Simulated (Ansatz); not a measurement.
# F on W(110): change of the work function, part 2 of 3

Aim: the work function of W(110) at several coverages of F (hollow site), and the dipole that each adsorbate carries.

Ansatz 0.2.0; plane-wave DFT, PBE, Ansatz PAW.

So far, work function, upper face (eV): step 2 (the clean slab) 4.84.

### Step 3. Adsorbate added, k-mesh 6×6×1, coverage 0.25 ML

System of this step: W16F (F/W(110)). The cell holds 17 atoms: 16 W and 1 F. Cell: a = 5.473 Å, b = 5.473 Å, c = 26.366 Å, α = 90.0°, β = 90.0°, γ = 70.5°. Vacuum lies along c.

The clean slab as it ended is repeated in the plane and the adsorbate is set on one face; the cell's size fixes the coverage, and the k-mesh shrinks with it to keep the sampling density about even. Adsorbate and upper layers relax, since the dipole depends on the height.

File input.yaml:

```yaml
crystal:
  lattice:
    - [4.468914857, -3.16, 0.0]
    - [4.468914857, 3.16, 0.0]
    - [0.0, 0.0, 26.3661483515]
  atoms:
    - { symbol: W, position: [0.0, 0.0, 0.341346786] }
    - { symbol: W, position: [0.25, 0.25, 0.4260939929] }
    - { symbol: W, position: [0.0, 0.0, 0.5122778081] }
    - { symbol: W, position: [0.25, 0.25, 0.5954211195] }
    - { symbol: W, position: [0.0, 0.5, 0.341346786] }
    - { symbol: W, position: [0.25, 0.75, 0.4260939929] }
    - { symbol: W, position: [0.0, 0.5, 0.5122778081] }
    - { symbol: W, position: [0.25, 0.75, 0.5954211195] }
    - { symbol: W, position: [0.5, 0.0, 0.341346786] }
    - { symbol: W, position: [0.75, 0.25, 0.4260939929] }
    - { symbol: W, position: [0.5, 0.0, 0.5122778081] }
    - { symbol: W, position: [0.75, 0.25, 0.5954211195] }
    - { symbol: W, position: [0.5, 0.5, 0.341346786] }
    - { symbol: W, position: [0.75, 0.75, 0.4260939929] }
    - { symbol: W, position: [0.5, 0.5, 0.5122778081] }
    - { symbol: W, position: [0.75, 0.75, 0.5954211195] }
    - { symbol: F, position: [0.42, 0.42, 0.658653214] }
kpoints:
  mp_grid: { grid: [6, 6, 1] }
hamiltonian:
  xc: pbe
scf:
  occupations: { method: fermi_dirac, width: 0.1 }
  convergence: { dr2_threshold: 1.0e-08 }
efield:
  axis: 3
  dipole_correction: true
  ramp_position: 0.97
  ramp_width: 0.06
relax:
  f_tol: 0.02
  max_steps: 60
  constraints: [{ sites: [0, 1, 4, 5, 8, 9, 12, 13] }]
output:
  dos: { projected: true, e_range: [-8, 4] }
  write_potential: true
  write_density: true
  volumetric_format: npy
  elf: true
```

On the command line:

```bash
ansatz run input.yaml --threads 4 --pin off --max-ram 6144MiB --backend cpu --events-out ev --progress --plain --runs-dir out
```

Numbers of over 12 decimals in the logs are rounded to 6 here.

What it wrote:

```text
[...]
Crystal: 17 atoms, lattice volume = 744.673 Å³
Basis set: ecut = 420 eV, 14529 PW (Γ), exchange–correlation on 80×80×360 points (8 copies of the dense FFT grid, shifted against one another)
Bands: 139, of which v1, the nominal top of the filled ones, is band 116 counted from 1 (115 counted from 0)
Symmetry: 2 space group operations
[...]
k-points: 13 of 36 (time reversal used)
[...]
SCF iter   1: F=—  HF=-166955.246332 eV  |F-HF|=—  |Δ(HF+E_count)|=         —  Δρ=8.76e-3  dr2=6.82e0  ethr=1.77e-3  p=-0.015 e·Å  D=-3.59e-3 V/Å  ΔV_dip=0.09 eV  dr2_dipole=2.13e-1  V_vac-E_F(+/−)=5.16/5.06 eV  ⟨swp⟩=9.6  Hψ=9011  notcnv=0
[...]
SCF iter  10: F=-166954.951593 eV  HF=-166954.951593 eV  |F-HF|=1.93e-8  |Δ(HF+E_count)|=   3.35e-8  Δρ=7.03e-7  dr2=6.72e-9  ethr=4.33e-12  p=-0.019 e·Å  D=-4.69e-3 V/Å  ΔV_dip=0.12 eV  dr2_dipole=8.21e-12  V_vac-E_F(+/−)=5.03/4.91 eV  ⟨swp⟩=13.3  Hψ=14796  notcnv=0
SCF 1 converged in 10 iterations: F = -166954.951593 eV  dr2 = 6.72e-9
[...]
relax step   1: F+E_penalty+E_count = -166954.95159312 eV  Δ(F+E_penalty+E_count) = +0.000e0 eV  max|allowed force component| = 7.154e-1 eV/Å  Δτ_max = 0.0000 Å  (10 SCF iters, accepted)
[...]
SCF iter  10: F=-166954.991839 eV  HF=-166954.991839 eV  |F-HF|=1.57e-8  |Δ(HF+E_count)|=   2.25e-8  Δρ=6.27e-7  dr2=5.69e-9  ethr=4.33e-12  p=-0.000 e·Å  D=-1.47e-5 V/Å  ΔV_dip=0.00 eV  dr2_dipole=3.55e-10  V_vac-E_F(+/−)=4.91/4.91 eV  ⟨swp⟩=11.2  Hψ=16487  notcnv=0
SCF 2 converged in 10 iterations: F = -166954.991839 eV  dr2 = 5.69e-9
relax step   2: F+E_penalty+E_count = -166954.99183919 eV  Δ(F+E_penalty+E_count) = -4.025e-2 eV  max|allowed force component| = 1.368e0 eV/Å  Δτ_max = 0.1937 Å  (10 SCF iters, accepted)
SCF iter   1: F=—  HF=-166955.137641 eV  |F-HF|=—  |Δ(HF+E_count)|=         —  Δρ=3.53e-3  dr2=1.75e-1  ethr=4.67e-4  p=-0.000 e·Å  D=-1.47e-5 V/Å  ΔV_dip=0.00 eV  dr2_dipole=4.88e-2  V_vac-E_F(+/−)=4.89/4.89 eV  ⟨swp⟩=5.2  Hψ=3893  notcnv=0
[...]
SCF iter  10: F=-166955.125504 eV  HF=-166955.125504 eV  |F-HF|=8.21e-9  |Δ(HF+E_count)|=   1.85e-8  Δρ=3.06e-7  dr2=1.23e-9  ethr=4.33e-12  p=0.012 e·Å  D=2.95e-3 V/Å  ΔV_dip=-0.08 eV  dr2_dipole=9.47e-12  V_vac-E_F(+/−)=4.83/4.91 eV  ⟨swp⟩=11.9  Hψ=13533  notcnv=0
SCF 3 converged in 10 iterations: F = -166955.125504 eV  dr2 = 1.23e-9
relax step   3: F+E_penalty+E_count = -166955.12550362 eV  Δ(F+E_penalty+E_count) = -1.337e-1 eV  max|allowed force component| = 2.216e-1 eV/Å  Δτ_max = 0.1007 Å  (10 SCF iters, accepted)
[...]
relax step   4: F+E_penalty+E_count = -166955.13013950 eV  Δ(F+E_penalty+E_count) = -4.636e-3 eV  max|allowed force component| = 5.701e-2 eV/Å  Δτ_max = 0.0214 Å  (8 SCF iters, accepted)
[...]
relax step   5: F+E_penalty+E_count = -166955.13096968 eV  Δ(F+E_penalty+E_count) = -8.302e-4 eV  max|allowed force component| = 4.493e-2 eV/Å  Δτ_max = 0.0126 Å  (7 SCF iters, accepted)
SCF iter   1: F=—  HF=-166955.131457 eV  |F-HF|=—  |Δ(HF+E_count)|=         —  Δρ=4.49e-4  dr2=2.86e-3  ethr=6.33e-6  p=0.010 e·Å  D=2.48e-3 V/Å  ΔV_dip=-0.07 eV  dr2_dipole=6.93e-4  V_vac-E_F(+/−)=4.84/4.91 eV  ⟨swp⟩=3.0  Hψ=3103  notcnv=0
[...]
SCF iter   7: F=-166955.131345 eV  HF=-166955.131345 eV  |F-HF|=3.73e-8  |Δ(HF+E_count)|=   4.83e-8  Δρ=7.92e-7  dr2=9.12e-9  ethr=4.33e-12  p=0.008 e·Å  D=1.84e-3 V/Å  ΔV_dip=-0.05 eV  dr2_dipole=6.57e-11  V_vac-E_F(+/−)=4.86/4.91 eV  ⟨swp⟩=10.5  Hψ=15001  notcnv=0
SCF 6 converged in 7 iterations: F = -166955.131345 eV  dr2 = 9.12e-9
relax step   6: F+E_penalty+E_count = -166955.13134509 eV  Δ(F+E_penalty+E_count) = -3.754e-4 eV  max|allowed force component| = 9.216e-3 eV/Å  Δτ_max = 0.0154 Å  (7 SCF iters, accepted)
NSCF: frozen V_eff on 13 k-points
[...]
WARN: The input density's exchange-correlation potential varies sharply where the density is thin. Do not read a vacuum level from v_tot or v_xc, or from such a field of the output density. On a cell that repeats whose density bears no net charge and no dipole along the vacuum's axis use v_es (v_loc + v_h of the components); under efield.dipole_correction with no amplitude use v_es + v_field, which holds any external [...]
SCF converged after 7 iterations
Free energy (F): -166955.131345 eV
[...]
Internal energy: -166954.743722 eV  (E = F + TS)
E sigma→0 (E₀):  -166954.937533 eV
Entropy (-TS):   -0.387623 eV (-22.801 meV/atom)
Fermi energy:    4.691012 eV
Dipole field:    D = 0.001842 V/Å  (p = 0.007580 e·Å, saw-weighted, corrected)
Work function:   Φ+ = 4.8603 eV   Φ− = 4.9088 eV
[...]
--- Forces (eV/Å), atoms counted from 1 ---
  atom   1  W      0.00039662    -0.00000000     0.38338492
  atom   2  W      0.08257309     0.00000000    -0.38763660
  atom   3  W     -0.00311478     0.00000000    -0.00111741
  atom   4  W     -0.00439236    -0.00000000    -0.00253150
  atom   5  W     -0.00105811     0.00257963     0.35937183
  atom   6  W     -0.01353564    -0.00287064    -0.31072006
  atom   7  W     -0.00103708    -0.00076699     0.00442451
  atom   8  W      0.00659215     0.00162189     0.00428792
  atom   9  W     -0.00105811    -0.00257963     0.35937183
  atom  10  W     -0.01353564     0.00287064    -0.31072006
  atom  11  W     -0.00103708     0.00076699     0.00442451
  atom  12  W      0.00659215    -0.00162189     0.00428792
  atom  13  W     -0.04250321    -0.00000000     0.27405391
  atom  14  W     -0.00625901     0.00000000    -0.37214104
  atom  15  W      0.00140586    -0.00000000     0.00378208
  atom  16  W     -0.00199230    -0.00000000    -0.00330960
  atom  17  F     -0.00803881    -0.00000000    -0.00921624
  max |Σ_I F_I| component: 3.08e-6 eV/Å
--- Band table (eV; the first three rows and the last of 13) ---
  k-point 0: bands = [... 112 lower, 5.3067, 5.3617, 5.4328, 5.4739, 5.4923, 5.7623, 5.8597, 6.1879, ... 19 higher]
  k-point 1: bands = [... 112 lower, 4.7919, 4.8969, 4.9816, 5.1329, 5.5977, 5.7689, 5.8658, 5.9635, ... 19 higher]
  k-point 2: bands = [... 112 lower, 4.1447, 4.3924, 4.4776, 4.7741, 4.8771, 5.0894, 5.3652, 5.6592, ... 19 higher]
  k-point 12: bands = [... 112 lower, 3.8909, 3.9347, 4.0369, 4.1420, 4.1722, 4.2831, 4.3682, 4.6540, ... 19 higher]
--- Relaxed structure (6 steps of the walk, 6 accepted, 0 SCFs on fresh bases) ---
  F+E_penalty+E_count = -166955.13134509 eV   max|allowed force component| = 9.216e-3 eV/Å
  atoms:
    - { symbol: W, position: [0.0, 0.0, 0.341347] }
    - { symbol: W, position: [0.25, 0.25, 0.426094] }
    - { symbol: W, position: [0.00196876, 0.00196876, 0.511953] }
    - { symbol: W, position: [0.242207, 0.242207, 0.596454] }
    - { symbol: W, position: [2.7755575615628914e-17, 0.5, 0.341347] }
    - { symbol: W, position: [0.25, 0.75, 0.426094] }
    - { symbol: W, position: [0.00175212, 0.500037, 0.512335] }
    - { symbol: W, position: [0.257354, 0.757963, 0.595843] }
    - { symbol: W, position: [0.5, 2.7755575615628914e-17, 0.341347] }
    - { symbol: W, position: [0.75, 0.25, 0.426094] }
    - { symbol: W, position: [0.500037, 0.00175212, 0.512335] }
    - { symbol: W, position: [0.757963, 0.257354, 0.595843] }
    - { symbol: W, position: [0.5, 0.5, 0.341347] }
    - { symbol: W, position: [0.75, 0.75, 0.426094] }
    - { symbol: W, position: [0.500035, 0.500035, 0.512414] }
    - { symbol: W, position: [0.756493, 0.756493, 0.593624] }
    - { symbol: F, position: [0.402530, 0.402530, 0.654854] }
```

The job ended after 3.2 min (4 threads of Intel Xeon Platinum 8259CL at 2.50GHz (Skylake/Cascade Lake), shared host; peak memory 2.9 GiB).

This run has no spin polarisation although its electron count is odd.

Step by step:

```csv
step,energy less that of the first step (eV),largest force component (eV/Å)
1,0.0000,0.7154
2,-0.0402,1.3682
3,-0.1739,0.2216
4,-0.1785,0.0570
5,-0.1794,0.0449
6,-0.1798,0.0092
```

The run keeps the 2 symmetry operations that it works with, so distortions that break them were not tested.

The atoms that moved most (Å):

```csv
atom,dx,dy,dz,length
F17,-0.156,0.000,-0.100,0.186
W16,0.058,0.000,-0.047,0.075
W4,-0.070,0.000,0.027,0.075
W8,0.068,0.002,0.011,0.069
W12,0.068,-0.002,0.011,0.069
W3,0.018,0.000,-0.009,0.020
W11,0.008,0.005,0.002,0.010
W7,0.008,-0.005,0.002,0.010
```

The relaxed structure:

```cif
data_structure
_symmetry_space_group_name_H-M 'P 1'
_symmetry_Int_Tables_number 1
_cell_length_a 5.4733
_cell_length_b 5.4733
_cell_length_c 26.3661
_cell_angle_alpha 90.000
_cell_angle_beta 90.000
_cell_angle_gamma 70.529
_cell_volume 744.67
loop_
_atom_site_label
_atom_site_type_symbol
_atom_site_fract_x
_atom_site_fract_y
_atom_site_fract_z
_atom_site_occupancy
W1 W 0.00000 0.00000 0.34135 1
W2 W 0.25000 0.25000 0.42609 1
W3 W 0.00197 0.00197 0.51195 1
W4 W 0.24221 0.24221 0.59645 1
W5 W 0.00000 0.50000 0.34135 1
W6 W 0.25000 0.75000 0.42609 1
W7 W 0.00175 0.50004 0.51234 1
W8 W 0.25735 0.75796 0.59584 1
W9 W 0.50000 0.00000 0.34135 1
W10 W 0.75000 0.25000 0.42609 1
W11 W 0.50004 0.00175 0.51234 1
W12 W 0.75796 0.25735 0.59584 1
W13 W 0.50000 0.50000 0.34135 1
W14 W 0.75000 0.75000 0.42609 1
W15 W 0.50003 0.50003 0.51241 1
W16 W 0.75649 0.75649 0.59362 1
F17 F 0.40253 0.40253 0.65485 1
```

Numbers from this step:

```
energy at zero smearing        : -166954.9375 eV
work function, upper face      : 4.860 eV
work function, lower face      : 4.909 eV
dipole along the normal        : 0.007580 e·Å
step between the vacuum levels : -0.04856 eV
```

Running mean over 2.234 Å of the planar mean; the ramp of the sawtooth is left out. The electron's electrostatic potential energy less the Fermi level by z:

z (Å), electron's electrostatic potential energy less the Fermi level (eV) and a bar from the least value:
```
        4        4.9 ##############################
        5        4.9 ##############################
        6        4.8 ##############################
        7        3.3 ###########################
        8       -5.8 ############
        9      -12.2 #
       10      -12.6 #
       11      -12.7 
       12      -12.4 #
       13      -12.6 #
       14      -12.9 
       15      -12.9 
       16      -12.0 ##
       17       -3.4 ################
       18        3.2 ###########################
       19        4.8 ##############################
       20        4.9 ##############################
       21        4.9 ##############################
       22        4.9 ##############################
       23        4.9 ##############################
```

The density of states has structure finer than the step of the table below, so its rows give means over 0.25 eV, whole bins alone (the curve runs from -8 to 1.98 eV). Peaks (eV: height): -4.570: 34.4, -3.130: 33.4, -2.950: 31.5, -2.770: 29.8, -2.590: 28.4, -2.080: 27.1, -1.470: 27.3.

Density of states against energy, zero at the Fermi level; means over each step:

```csv
energy (eV),density of states (states/eV a cell)
-7.75,2.37
-7.50,3.42
-7.25,4.70
-7.00,11.2
-6.75,7.38
-6.50,3.21
-6.25,3.81
-6.00,6.20
-5.75,9.45
-5.50,9.59
-5.25,11.2
-5.00,11.7
-4.75,13.4
-4.50,21.5
-4.25,12.9
-4.00,12.9
-3.75,8.96
-3.50,10.1
-3.25,22.3
-3.00,23.0
-2.75,21.1
-2.50,20.9
-2.25,17.9
-2.00,22.5
-1.75,19.8
-1.50,21.6
-1.25,14.2
-1.00,12.3
-0.75,11.8
-0.50,11.1
-0.25,10.3
0.00,12.8
0.25,11.6
0.50,12.7
0.75,14.4
1.00,16.4
1.25,18.1
1.50,20.0
1.75,19.8
```

Projected DOS per atom over height of the atomic layer and energy from the Fermi level. Layers: W4 W4 W4 W4 F from below.

Values in states/eV, 22 rows by 5 columns, each cell a mean:
```
1.1 1.2 1.1 1.2 0.1
1.1 1.1 1.1 1.1 0.1
1.1 0.8 0.8 1.0 0.1
0.9 0.5 0.5 0.8 0.1
0.9 0.4 0.4 0.9 0.1
0.9 0.4 0.4 0.8 0.1
1.1 0.4 0.4 1.0 0.1
1.6 0.8 0.7 1.3 0.1
1.6 1.1 1.1 1.5 0.1
1.2 1.2 1.0 1.2 0.1
1.4 1.4 1.4 1.3 0.1
0.8 1.5 1.7 0.9 0.1
0.5 0.6 0.6 0.5 0.1
0.7 0.8 0.8 0.8 0.3
1.0 1.2 1.2 0.9 0.3
0.4 0.9 0.9 0.5 0.2
0.4 0.9 0.9 0.4 0.3
0.3 0.5 0.5 0.2 0.3
0.1 0.2 0.2 0.1 0.5
0.1 0.2 0.2 0.4 6.9
0.1 0.1 0.1 0.2 2.1
0.0 0.1 0.1 0.1 0.6
```
Columns: height of the atomic layer (Å) from 9 to 17.3 (not evenly spaced); rows upwards: energy from the Fermi level (eV) from -7.96 to 1.95.

Valence density in the ca plane at fractional y = 0.000, with atoms of W within 0.2 Å of it. It is the smooth field of the valence electrons, not physical close to the nuclei.

Values in e/Å³, 8 rows by 16 columns, each cell a mean:
```
3.7 1.6 0.3 0.3 1.8 3.4 0.4 0.3 0.1 0.0 0.0 0.0 0.0 0.0 0.0 0.0
0.6 0.4 0.3 0.3 0.4 0.6 0.3 0.4 0.1 0.0 0.0 0.0 0.0 0.0 0.0 0.0
1.2 0.5 0.3 0.3 0.6 1.1 0.3 0.4 0.1 0.0 0.0 0.0 0.0 0.0 0.0 0.0
4.3 2.0 0.3 0.3 2.3 4.1 0.5 0.3 0.1 0.0 0.0 0.0 0.0 0.0 0.0 0.0
3.7 1.6 0.3 0.3 1.8 3.5 0.4 0.3 0.1 0.0 0.0 0.0 0.0 0.0 0.0 0.0
0.6 0.4 0.3 0.3 0.4 0.6 0.3 0.5 0.2 0.0 0.0 0.0 0.0 0.0 0.0 0.0
1.2 0.5 0.3 0.3 0.6 1.2 0.4 0.4 0.2 0.0 0.0 0.0 0.0 0.0 0.0 0.0
4.3 2.0 0.3 0.3 2.4 4.1 0.5 0.3 0.1 0.0 0.0 0.0 0.0 0.0 0.0 0.0
```
Columns run along c (16.0 Å, from fractional 0.32 to 0.93 of the cell), rows up along a (5.5 Å). Atoms in or near the plane, at fractional coordinates: W at (0.34, 0.00), W at (0.51, 0.00), W at (0.34, 0.50), W at (0.51, 0.50).

Electrostatic potential energy in the ca plane at fractional y = 0.000, with atoms of W within 0.2 Å of it. With pseudopotentials it is smooth inside the atoms' cores, unlike the true potential.

Values in eV, 8 rows by 16 columns, each cell a mean:
```
-46 -20   4   4 -23 -43   0   4   8   9   9  10  10  10  10  10
 -5   1   2   3   1  -5   4   2   7   9   9  10  10  10  10  10
-15  -3   3   3  -5 -14   3   2   7   9   9  10  10  10  10  10
-53 -26   4   4 -29 -51  -2   5   8   9   9  10  10  10  10  10
-46 -20   4   4 -23 -44   0   4   7   9  10  10  10  10  10  10
 -5   1   2   3   0  -5   4   0   6   9   9  10  10  10  10  10
-15  -3   3   3  -5 -15   3   1   6   9   9  10  10  10  10  10
-53 -26   4   4 -30 -51  -2   5   8   9   9  10  10  10  10  10
```
Columns run along c (16.0 Å, from fractional 0.32 to 0.93 of the cell; values clipped at the 3rd and 97th percentile), rows up along a (5.5 Å). Atoms in or near the plane, at fractional coordinates: W at (0.34, 0.00), W at (0.51, 0.00), W at (0.34, 0.50), W at (0.51, 0.50).

ELF in the ca plane at fractional y = 0.000, with atoms of W within 0.2 Å of it. It is the smooth field of the valence electrons, not physical close to the nuclei.

Values, 8 rows by 16 columns, each cell a mean:
```
0.57 0.42 0.40 0.40 0.42 0.54 0.35 0.38 0.49 0.26 0.04 0.00 0.00 0.00 0.00 0.00
0.38 0.36 0.39 0.42 0.37 0.34 0.40 0.42 0.52 0.21 0.02 0.00 0.00 0.00 0.00 0.00
0.43 0.35 0.38 0.40 0.34 0.39 0.37 0.37 0.42 0.11 0.01 0.00 0.00 0.00 0.00 0.00
0.50 0.45 0.41 0.40 0.47 0.48 0.36 0.38 0.40 0.09 0.00 0.00 0.00 0.00 0.00 0.00
0.57 0.42 0.40 0.39 0.43 0.54 0.35 0.39 0.49 0.17 0.01 0.00 0.00 0.00 0.00 0.00
0.38 0.36 0.39 0.41 0.37 0.35 0.45 0.42 0.52 0.25 0.03 0.00 0.00 0.00 0.00 0.00
0.43 0.35 0.38 0.40 0.34 0.39 0.43 0.41 0.48 0.27 0.04 0.00 0.00 0.00 0.00 0.00
0.50 0.45 0.41 0.41 0.47 0.48 0.36 0.38 0.47 0.26 0.04 0.00 0.00 0.00 0.00 0.00
```
Columns run along c (16.0 Å, from fractional 0.32 to 0.93 of the cell), rows up along a (5.5 Å). Atoms in or near the plane, at fractional coordinates: W at (0.34, 0.00), W at (0.51, 0.00), W at (0.34, 0.50), W at (0.51, 0.50).

The relaxation took 6 steps and lowered the energy by 0.18 eV; the largest force on the free atoms ends at 0.0092 eV/Å.

By hand: a sheet of dipoles makes a step −p/(ε₀A) in the electron's potential. With e/ε₀ = 180.95 V·Å, p = 0.007580 e·Å and A = 28.24 Å², that is −180.95 × (0.007580) / 28.24 = -0.049 eV, and the two vacuum levels of the run differ by -0.049 eV.

The covered face has 4.86 eV, +0.02 eV against the clean one; the bare back face has moved by +0.01 eV, a measure of how thin the slab is.

[end of part 2 of 3]

[Logs are printed without paths, hosts, clocks, repeated set-up lines and the standing remarks that a program may print on its own settings, such as how far it seeks lower states.]

[Hosts, paths, dates, database ids (printed as entryN), source tags and the programs' standing remarks are cut or masked in the printed files.]

[Maps of the electrostatic potential energy from Ansatz leave out the sawtooth potential of an applied field or a dipole correction, so their vacuum need not be flat; planar profiles and work functions include it.]

[The density of states shown here was stored with 400 of the rows of the run's finer table, so its peaks can read low, often by over a quarter, or be missed, and its means over a window can be off by a tenth or more.]
